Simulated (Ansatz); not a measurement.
# GaN (F-43m):H_N, thermodynamic levels from a 54-atom cell, part 2 of 2

Aim: at which Fermi levels does H_N in GaN (F-43m) change its charge? The model is a cell of 54 host atoms with 1 N taken out and 1 H put in.

Ansatz; place-levels on r2SCAN runs: charge-transition levels and formation energies with image-charge correction and potential alignment at the atomic sites; PAW set soft_1.

So far: The starting structure; What was run first; place-levels, r2SCAN.

## (3) place-levels, r2SCAN (continued)

Levels between the charges placed, in eV above the valence top:

```
        gap (eV)  (+3/+2)  (+2/+1)  (+1/0)  (0/−1)
r2SCAN      2.17    -0.01     1.78    1.51    2.54
```

Corrections by state:

```
charge  moment (μB)  image terms and alignment (eV)  band filling (eV)  ε used  over the lowest of its charge, as the program ranks them, band filling apart (eV)
    +3          1.0                           1.175             -0.940   10.56                                                                              0.000
    +2          0.0                           0.578                  -   10.56                                                                              0.000
    +1          1.0                           0.087                  -   10.56                                                                              0.000
     0          0.0                           0.000                  -       -                                                                              0.000
    −1          1.0                           0.317             -0.508   10.56                                                                              0.000
```

The charged structures listed were also run neutral, and place-levels reads from each pair, by the potential or the spins, how wide the charge is by which they differ; that can be the carrier of either run.

```
charge  rms radius (Å)  spread where it is widest against the cell (Å)  wide from (Å)  reading
    +3             3.8                                            2.20           1.35     wide
    +2             2.9                                            1.69           1.35     wide
    +1             2.0                                            1.29           1.35   narrow
    −1             2.1                                            1.38           1.35     wide
```

The neutral runs of these pairs need not share the spin of the lowest neutral state, and very wide values only mean spread over the cell.

From the program's caveats on the states, each cut to its opening words:

- charge +3 (1 μB): it parts from the run at its places by a charge that spreads by about 2.2 Å along one vector (1.3 Å or more is wide), by its potential at epsilon 6, taken for [...]
- charge +3 (1 μB): a band-filling correction moves a carrier to the host's band edge, which changes its energy by -0.940 eV
- charge +3 (1 μB): its alignment with the host at atomic sites is doubtful: the mean over the far sites moves by -0.1412 eV from their farther parts to their nearer, more than [...]
- charge +3 (1 μB): filled levels lie above empty ones at the fixed electron count
- charge +3 (1 μB), +1 (1 μB), −1 (1 μB): flagged: stability check not made
- charge +2: it parts from the run at its places by a charge that spreads by about 1.7 Å along one vector (1.3 Å or more is wide), by its potential at epsilon 6, taken for [...]
- charge +2: its alignment with the host at atomic sites is doubtful: the mean over the far sites moves by -0.2645 eV from their farther parts to their nearer, more than [...]
- charge +1 (1 μB): its alignment with the host at atomic sites is doubtful: the mean over the far sites moves by -0.1388 eV from their farther parts to their nearer, more than [...]
- charge −1 (1 μB): it parts from the run at its places by a charge that spreads by about 1.4 Å along one vector (1.3 Å or more is wide), by its potential at epsilon 6, taken for [...]
- charge −1 (1 μB): a band-filling correction moves a carrier to the host's band edge, which changes its energy by -0.508 eV
- charge −1 (1 μB): its alignment with the host at atomic sites is doubtful: the mean over the far sites moves by +0.0630 eV from their farther parts to their nearer, more than [...]

The host's formation energy from the elements is -0.646 eV per atom; it sets how far the chemical potentials can move.

Limit set by the element alone; other compounds of these elements are not counted. Chemical potentials from the elements' reference states: Ga 0.00 eV, N -1.29 eV, H 0.00 eV. Formation energies (Ga-rich), with the Fermi level at the valence top and at the conduction bottom (gap 2.17 eV):

```
charge  at valence top (eV)  at conduction bottom (eV)  correction included (eV)
    +3                -0.27                       6.24                      0.24
    +2                -0.27                       4.06                      0.58
    +1                 1.50                       3.67                      0.09
     0                 3.01                       3.01                      0.00
    −1                 5.56                       3.39                     -0.19
```

```tsv
Fermi level (eV)	lowest formation energy (eV)
0.00	-0.27
0.20	0.12
0.39	0.51
0.59	0.91
0.79	1.30
0.98	1.70
1.18	2.09
1.38	2.49
1.58	2.88
1.77	3.01
1.97	3.01
2.17	3.01
```

Limit set by the element alone; other compounds of these elements are not counted. Chemical potentials from the elements' reference states: N 0.00 eV, Ga -1.29 eV, H 0.00 eV. Formation energy by charge state (N-rich; gap 2.17 eV):

```
charge  at valence top (eV)  at conduction bottom (eV)  correction included (eV)
    +3                 1.03                       7.53                      0.24
    +2                 1.02                       5.35                      0.58
    +1                 2.79                       4.96                      0.09
     0                 4.31                       4.31                      0.00
    −1                 6.85                       4.68                     -0.19
```

```
Fermi level (eV)  lowest formation energy (eV)
            0.00                          1.02
            0.20                          1.41
            0.39                          1.81
            0.59                          2.20
            0.79                          2.59
            0.98                          2.99
            1.18                          3.38
            1.38                          3.78
            1.58                          4.17
            1.77                          4.31
            1.97                          4.31
            2.17                          4.31
```

## (4) Another choice

In this try the input is made faulty on purpose, to show what that does.

A choice is tested by changing it alone.

levels.try0.yaml is levels.point.yaml with these lines changed:

```diff
-static_epsilon: 10.56
+static_epsilon: 6.0
```

Launch:

```sh
$ ansatz place-levels levels.try0.yaml -- --threads 4 --pin off --max-ram 15073MiB
```

The program printed:

```text
[...]
formation energy of charge +3: +1.495 eV with the Fermi level at the valence edge
formation energy of charge +2: +1.488 eV with the Fermi level at the valence edge
formation energy of charge +1: +2.910 eV with the Fermi level at the valence edge
formation energy of charge 0: +4.305 eV with the Fermi level at the valence edge
formation energy of charge -1: +6.848 eV with the Fermi level at the valence edge
vertical -1 to 0: no energy, since no alignment is typed
vertical +1 to 0: no energy, since no alignment is typed
vertical +2 to 0: no energy, since no alignment is typed
vertical +3 to 0: no energy, since no alignment is typed
  edges by r2scan, gap 2.168 eV; the host is sampled to repeats of 19.08 Å
[... the lines on each state left out ...]
```

The change: the electronic dielectric constant for relaxed ions.

Levels in eV above the valence top; the changed ones are not the defect's:

```
           gap (eV)  (+3/+2)  (+2/+1)  (+1/0)  (0/−1)
  changed      2.17    -0.01     1.42    1.40    2.54
as set up      2.17    -0.01     1.78    1.51    2.54
```

The largest shift is 0.35 eV, band-filling terms included.

## (5) Results

```yaml
gap_of_the_host: 2.17 eV (r2SCAN)
level_plus_3_plus_2: 0.01 eV below the valence top (-0.95 eV above the valence top without the band-filling term)
level_plus_2_plus_1: 1.78 eV above the valence top, not a change between lowest states
level_plus_1_over_0: 1.51 eV above the valence top, not a change between lowest states
level_0_minus_1: 2.54 eV above the valence top, past the conduction bottom (3.05 eV above the valence top without the band-filling term)
level_plus_2_over_0: 1.64 eV above the valence top
lowest_of_the_charges_placed_just_above_the_valence_top_0p02_ev: +2
lowest_of_the_charges_placed_just_below_the_conduction_bottom_0p02_ev: 0
lowest_formation_energy_at_mid_gap_of_the_charges_run_ga_rich: 1.89 eV
lowest_formation_energy_at_mid_gap_of_the_charges_run_n_rich: 3.19 eV
```

**Reading.** Of the charges placed (−1, 0, +1, +2 and +3), the lowest changes at 1.64 eV (+2/0) above the valence top, in a gap of 2.17 eV. (+2/0) passes over charge +1, which lies 0.13 eV above the two there; a lower structure or spin state of it, if missed, would change that. States placed: +3 at 1 μB; +2 at 0 μB; +1 at 1 μB; 0 at 0 μB; −1 at 1 μB. Other spin states or structures, where not listed, weren't placed. The program finds carriers beyond a band edge of the host and adds a band-filling term at charge −1 (-0.51 eV) and +3 (-0.94 eV); steps to such a charge show no bound level, and a defect level inside a band would be read the same way. At charge −1 and 0 the atom put in ends up to 1.2 Å from its starting place, so the name tells the start alone and the levels can join different sites. H is taken at its element; compounds, which aren't counted here, bound the chemical potentials and would shift these formation energies. The program doubts the alignment of potentials for at least one state, a sign that the cell is small. Keep in mind: r2SCAN makes the gap too small and tends to spread out bound carriers; where a gas molecule sets a chemical potential or the host's formation energy, its binding is uncorrected.

[Logs are printed without paths, hosts, clocks, repeated set-up lines and the standing remarks that a program may print on its own settings, such as how far it seeks lower states.]

[Hosts, paths, dates, database ids (printed as entryN), source tags and the programs' standing remarks are cut or masked in the printed files.]

[Where a table of states has a column of steps, it counts the stored structures, which are thinned; the runs took as many ionic steps or more.]

[A defect's name tells the site on which it was built; relaxed atoms can leave that site.]

[For some hosts the program warned that the k-mesh of the response run may be too coarse for force constants and the static dielectric constant; such warnings are not shown here.]
